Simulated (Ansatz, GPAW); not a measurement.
# I/Ta(110): converging a work function

Aim: the settings at which the work function of I/Ta(110) stops moving.

Main program and level: GPAW 26.7.0 and Ansatz 0.2.0; Ansatz plane waves; slab in vacuum with a dipole correction, relaxation, in the first sound run; inputs show where later runs differ.

Report form: the programs' logs are mostly left out.

### 1. Starting point

The cell holds 17 atoms: 16 Ta and 1 I. Cell: a = 5.733 Å, b = 5.733 Å, c = 25.812 Å, α = 90.0°, β = 90.0°, γ = 70.5°. Vacuum lies along c.

### 2. Relaxing the atoms

Forces are removed first; all later runs use this geometry. The lowest 8 atoms are held at bulk positions and keep their forces.

input.yaml reads:

```yaml
crystal:
  lattice:
    - [4.6810468915, -3.31, 0.0]
    - [4.6810468915, 3.31, 0.0]
    - [0.0, 0.0, 25.812225323]
  atoms:
    - { symbol: Ta, position: [0.0, 0.0, 0.3099306588] }
    - { symbol: Ta, position: [0.25, 0.25, 0.4006056555] }
    - { symbol: Ta, position: [0.0, 0.0, 0.4912806522] }
    - { symbol: Ta, position: [0.25, 0.25, 0.5819556489] }
    - { symbol: Ta, position: [0.0, 0.5, 0.3099306588] }
    - { symbol: Ta, position: [0.25, 0.75, 0.4006056555] }
    - { symbol: Ta, position: [0.0, 0.5, 0.4912806522] }
    - { symbol: Ta, position: [0.25, 0.75, 0.5819556489] }
    - { symbol: Ta, position: [0.5, 0.0, 0.3099306588] }
    - { symbol: Ta, position: [0.75, 0.25, 0.4006056555] }
    - { symbol: Ta, position: [0.5, 0.0, 0.4912806522] }
    - { symbol: Ta, position: [0.75, 0.25, 0.5819556489] }
    - { symbol: Ta, position: [0.5, 0.5, 0.3099306588] }
    - { symbol: Ta, position: [0.75, 0.75, 0.4006056555] }
    - { symbol: Ta, position: [0.5, 0.5, 0.4912806522] }
    - { symbol: Ta, position: [0.75, 0.75, 0.5819556489] }
    - { symbol: I, position: [0.0, 0.0, 0.6900693412] }
kpoints:
  mp_grid: { grid: [6, 6, 1] }
hamiltonian:
  xc: pbe
scf:
  occupations: { method: fermi_dirac, width: 0.1 }
efield:
  axis: 3
  dipole_correction: true
  ramp_width: 0.05
relax:
  f_tol: 0.02
  max_steps: 60
  constraints: [{ sites: [0, 1, 4, 5, 8, 9, 12, 13] }]
output:
  write_potential: true
  write_density: true
  volumetric_format: npy
```

On the command line:

```
> ansatz run input.yaml --threads 4 --pin off --max-ram 8192MiB --backend cpu --events-out ev --progress --plain --runs-dir out
```

Elapsed: 4.4 min, on 4 threads of Arm Neoverse V1, shared host; peak memory 2.6 GiB; 17 min of CPU time.

Step by step:

```
step  energy less that of the first step (eV)  largest force component (eV/Å)
   1                                   0.0000                          1.6205
   2                                  -0.3977                          1.3792
   3                                  -0.6286                          0.6846
   4                                  -0.7231                          0.0832
   5                                  -0.7269                          0.0458
   6                                  -0.7288                          0.0090
```

The run keeps the 4 symmetry operations that it works with, so distortions that break them were not tested.

The atoms that moved most (Å):

```
atom      dx      dy      dz  length
 I17   0.000   0.000  -0.618   0.618
 Ta8   0.000  -0.155  -0.038   0.159
Ta12   0.000   0.155  -0.038   0.159
Ta16   0.005   0.000  -0.079   0.079
 Ta4  -0.005   0.000  -0.079   0.079
Ta15   0.000   0.000  -0.059   0.059
 Ta3   0.000   0.000   0.043   0.043
```

The relaxed structure:

```
Ta I
1.0
     4.68105   -3.31000    0.00000
     4.68105    3.31000    0.00000
     0.00000    0.00000   25.81223
Ta I
16 1
Cartesian
  0.0000 0.0000 8.0000
  2.3405 0.0000 10.3405
  0.0000 0.0000 12.7238
  2.3353 0.0000 14.9428
  2.3405 1.6550 8.0000
  4.6810 1.6550 10.3405
  2.3405 1.6550 12.6840
  4.6810 1.5003 14.9832
  2.3405 -1.6550 8.0000
  4.6810 -1.6550 10.3405
  2.3405 -1.6550 12.6840
  4.6810 -1.5003 14.9832
  4.6810 0.0000 8.0000
  7.0216 0.0000 10.3405
  4.6810 0.0000 12.6221
  7.0268 0.0000 14.9428
  0.0000 0.0000 17.1947
```

This step gave:

* free energy: -166422.5016 eV
* smearing term TS: 0.7023 eV
* symmetry operations: 4
* upper work function: 3.848 eV
* lower work function: 4.802 eV
* dipole along the normal: 0.1634 e·Å
* dipole field: 0.03697 V/Å
* vacuum level above: 8.557 eV
* vacuum level below: 9.511 eV

The electrostatic potential energy of an electron (with the applied field's), less the Fermi level, planar mean oscillates, so the rows of the table below give means over windows of 1 Å about each position, cut where the curve ends. Its maxima inside the range that stand out by 2 % of the span (Å: eV): 9.2: -1.29, 11.5: -1.35, 13.8: -1.92. Its minima: 8.0: -19.7, 10.3: -19.5, 12.6: -19.3, 14.9: -19.6.

Table of electrostatic potential energy of an electron (with the applied field's), less the Fermi level, planar mean by z; means over each step:

```
z (Å)  electrostatic potential energy of an electron (with the applied field's), less the Fermi level, planar mean (eV)
    0                                                                                                              4.51
    1                                                                                                              4.79
    2                                                                                                              4.80
    3                                                                                                              4.80
    4                                                                                                              4.79
    5                                                                                                              4.72
    6                                                                                                              3.92
    7                                                                                                             -2.94
    8                                                                                                             -16.7
    9                                                                                                             -4.32
   10                                                                                                             -13.9
   11                                                                                                             -8.66
   12                                                                                                             -8.30
   13                                                                                                             -14.1
   14                                                                                                             -4.98
   15                                                                                                             -16.8
   16                                                                                                             -3.46
   17                                                                                                             0.685
   18                                                                                                              1.90
   19                                                                                                              3.69
   20                                                                                                              3.84
   21                                                                                                              3.85
   22                                                                                                              3.85
   23                                                                                                              3.85
   24                                                                                                              3.85
   25                                                                                                              3.89
```

Table of valence density, planar mean by z:

```
z (Å)  valence density, planar mean (e/Å³)
  3.5                               6.0e-5
  4.0                               1.9e-4
  4.5                               6.6e-4
  5.0                              0.00210
  5.5                              0.00668
  6.0                               0.0202
  6.5                               0.0573
  7.0                                0.176
  7.5                                0.793
  8.0                                 1.23
  8.5                                0.813
  9.0                                0.299
  9.5                                0.377
 10.0                                 1.04
 10.5                                 1.18
 11.0                                0.573
 11.5                                0.276
 12.0                                0.551
 12.5                                 1.17
 13.0                                 1.06
 13.5                                0.402
 14.0                                0.323
 14.5                                0.874
 15.0                                 1.23
 15.5                                0.738
 16.0                                0.200
 16.5                                0.170
 17.0                                0.470
 17.5                                0.373
 18.0                               0.0889
 18.5                               0.0246
 19.0                              0.00573
 19.5                              0.00124
 20.0                               2.8e-4
 20.5                               6.1e-5
```

The relaxation lowered the energy of the cell by 0.729 eV.

### 3. Plane waves, PBE

With the geometry fixed, the planar mean of the potential gives the vacuum level on each side.

This step: GPAW, PAW setups; slab in vacuum (GPAW 26.7.0).

run.py reads:

```python
import json
import numpy as np
from ase import Atoms
from gpaw import GPAW, PW

slab = Atoms(
    ['Ta', 'Ta', 'Ta', 'Ta', 'Ta', 'Ta', 'Ta', 'Ta', 'Ta', 'Ta', 'Ta', 'Ta', 'Ta', 'Ta', 'Ta', 'Ta', 'I'],
    positions=[
        [0.00000, 0.00000, 8.00000],
        [2.34052, 0.00000, 10.34052],
        [0.00000, 0.00000, 12.72375],
        [2.33534, -0.00000, 14.94280],
        [2.34052, 1.65500, 8.00000],
        [4.68105, 1.65500, 10.34052],
        [2.34052, 1.65500, 12.68400],
        [4.68105, 1.50029, 14.98322],
        [2.34052, -1.65500, 8.00000],
        [4.68105, -1.65500, 10.34052],
        [2.34052, -1.65500, 12.68400],
        [4.68105, -1.50029, 14.98322],
        [4.68105, 0.00000, 8.00000],
        [7.02157, 0.00000, 10.34052],
        [4.68105, 0.00000, 12.62214],
        [7.02675, -0.00000, 14.94280],
        [0.00000, 0.00000, 17.19466]],
    cell=[[4.68105, -3.31, 0.0], [4.68105, 3.31, 0.0], [0.0, 0.0, 25.81223]],
    pbc=[True, True, False])

slab.calc = GPAW(mode=PW(400), xc='PBE', kpts={'size': (6, 6, 1), 'gamma': True},
                 occupations={'name': 'fermi-dirac', 'width': 0.1}, nbands='140%',
                 convergence={'density': 1e-05}, maxiter=200,
                 poissonsolver={'dipolelayer': 'xy'},
                 symmetry={'tolerance': 1e-3}, txt='slab.txt')
result = {}
energy = slab.get_potential_energy()
fermi = slab.calc.get_fermi_level()
v = slab.calc.get_electrostatic_potential().mean((0, 1)) - fermi
n = slab.calc.get_pseudo_density().mean((0, 1))
L = slab.cell[2, 2]
z = np.arange(len(v)) * L / len(v)
low, high = slab.positions[:, 2].min(), slab.positions[:, 2].max()
below, above = np.interp([low - 5.8, high + 5.8], z, v)
slopes = [np.interp(x, z, np.gradient(v, z)) for x in (low - 5.8, high + 5.8)]
eps = np.array([[slab.calc.get_eigenvalues(k, s) for k in range(len(slab.calc.get_ibz_k_points()))]
                for s in range(slab.calc.get_number_of_spins())]) - fermi
top, bottom = eps[eps < 0].max(), eps[eps > 0].min()
dipole = slab.get_dipole_moment()[2]
print(f'energy {energy:.4f} eV, Fermi level {fermi:.4f} eV, dipole {dipole:.5f} e A')
print(f'potential 5.8 A off the faces, from the Fermi level: lower {below:.4f} eV, upper {above:.4f} eV')
print(f'slope of the potential there: lower {slopes[0]:.5f}, upper {slopes[1]:.5f} eV/A')
print(f'nearest levels on the mesh: {top:.4f} and {bottom:.4f} eV')
print('magnetic moment', round(slab.get_magnetic_moment(), 3))
result.update(energy=energy, fermi=fermi, dipole=dipole, below=below, above=above, slopes=slopes, edges=[top, bottom],
              z=z.tolist(), v=v.tolist(), n=n.tolist(), positions=slab.positions.tolist(),
              forces=slab.get_forces(apply_constraint=False).tolist(), moments=slab.get_magnetic_moments().tolist())
json.dump(result, open('result.json', 'w'))
```

On the command line:

```
> OMP_NUM_THREADS=1 OPENBLAS_NUM_THREADS=1 python run.py
```

Elapsed: 27 min, on 1 thread; peak memory 0.93 GiB.

This step gave:

| Quantity | Value |
| --- | --- |
| dipole along the normal | 0.1631 e·Å |
| levels nearest the Fermi level on the mesh | -0.003877, 0.01181 eV from the Fermi level |
| upper work function | 3.845 eV |
| lower work function | 4.798 eV |

The electrostatic potential energy of an electron (without an applied field's), less the Fermi level, planar mean by z:

```
z (Å)  electrostatic potential energy of an electron (without an applied field's), less the Fermi level, planar mean (eV)
  0.0                                                                                                                4.32
  0.5                                                                                                                4.80
  1.0                                                                                                                4.80
  1.5                                                                                                                4.80
  2.0                                                                                                                4.80
  2.5                                                                                                                4.80
  3.0                                                                                                                4.80
  3.5                                                                                                                4.80
  4.0                                                                                                                4.79
  4.5                                                                                                                4.78
  5.0                                                                                                                4.73
  5.5                                                                                                                4.58
  6.0                                                                                                                4.09
  6.5                                                                                                                2.60
  7.0                                                                                                               -1.69
  7.5                                                                                                               -13.5
  8.0                                                                                                               -25.2
  8.5                                                                                                               -13.1
  9.0                                                                                                               -2.09
  9.5                                                                                                               -4.12
 10.0                                                                                                               -18.4
 10.5                                                                                                               -23.4
 11.0                                                                                                               -8.12
 11.5                                                                                                               -1.32
 12.0                                                                                                               -7.63
 12.5                                                                                                               -22.9
 13.0                                                                                                               -19.0
 13.5                                                                                                               -4.63
 14.0                                                                                                               -2.72
 14.5                                                                                                               -14.4
 15.0                                                                                                               -25.1
 15.5                                                                                                               -12.5
 16.0                                                                                                               -2.01
 16.5                                                                                                              -0.430
 17.0                                                                                                               -4.55
 17.5                                                                                                               -3.20
 18.0                                                                                                                1.66
 18.5                                                                                                                3.34
 19.0                                                                                                                3.73
 19.5                                                                                                                3.82
 20.0                                                                                                                3.84
 20.5                                                                                                                3.84
 21.0                                                                                                                3.84
 21.5                                                                                                                3.84
 22.0                                                                                                                3.84
 22.5                                                                                                                3.84
 23.0                                                                                                                3.84
 23.5                                                                                                                3.84
 24.0                                                                                                                3.84
 24.5                                                                                                                3.84
 25.0                                                                                                                3.84
 25.5                                                                                                                3.93
```

The pseudo valence density, planar mean oscillates, so the rows of the table below give means over windows of 2.37 Å about each position, cut where the curve ends. Its maxima inside the range that stand out by 2 % of the span (Å: e/Å³): 8.0: 1.51, 10.3: 1.50, 12.7: 1.50, 15.1: 1.47, 17.6: 0.124. Its minima: 9.2: 0.281, 11.6: 0.283, 13.8: 0.297, 17.2: 0.0655.

Table of pseudo valence density, planar mean by z; means over each step:

z (Å), pseudo valence density, planar mean (e/Å³) and a bar:
```
     1.19       0.00 
     3.56       0.00 
     5.93       0.04 ##
     8.29       0.70 #############################
    10.67       0.71 ##############################
    13.04       0.72 ##############################
    15.41       0.67 ############################
    17.77       0.08 ###
    20.14       0.00 
    22.52       0.00
```

Force by atom:

```
atom  x (eV/Å)  y (eV/Å)  z (eV/Å)   size
 Ta1     0.000     0.000     0.421  0.421
 Ta2     0.004     0.000    -0.331  0.331
 Ta3     0.000     0.000     0.006  0.006
 Ta4     0.000     0.000     0.009  0.009
 Ta5     0.000     0.000     0.367  0.367
 Ta6     0.000     0.083    -0.449  0.456
 Ta7     0.000     0.000    -0.010  0.010
 Ta8     0.000    -0.010    -0.012  0.016
 Ta9     0.000     0.000     0.367  0.367
Ta10     0.000    -0.083    -0.449  0.456
Ta11     0.000     0.000    -0.010  0.010
Ta12     0.000     0.010    -0.012  0.016
Ta13     0.000     0.000     0.350  0.350
Ta14    -0.004     0.000    -0.331  0.331
Ta15     0.000     0.000     0.004  0.004
Ta16     0.000     0.000     0.009  0.009
 I17     0.000     0.000     0.066  0.066
```

The potential is flat to 2.0e-4 eV/Å where it is read, so the vacuum is wide enough. The geometry is the other program's minimum; here the largest force on a free atom is 0.066 eV/Å.

(Continued in part 2 of 2.)

[Logs are printed without paths, hosts, clocks, repeated set-up lines and the standing remarks that a program may print on its own settings, such as how far it seeks lower states.]

[Hosts, paths, dates, database ids (printed as entryN), source tags and the programs' standing remarks are cut or masked in the printed files.]
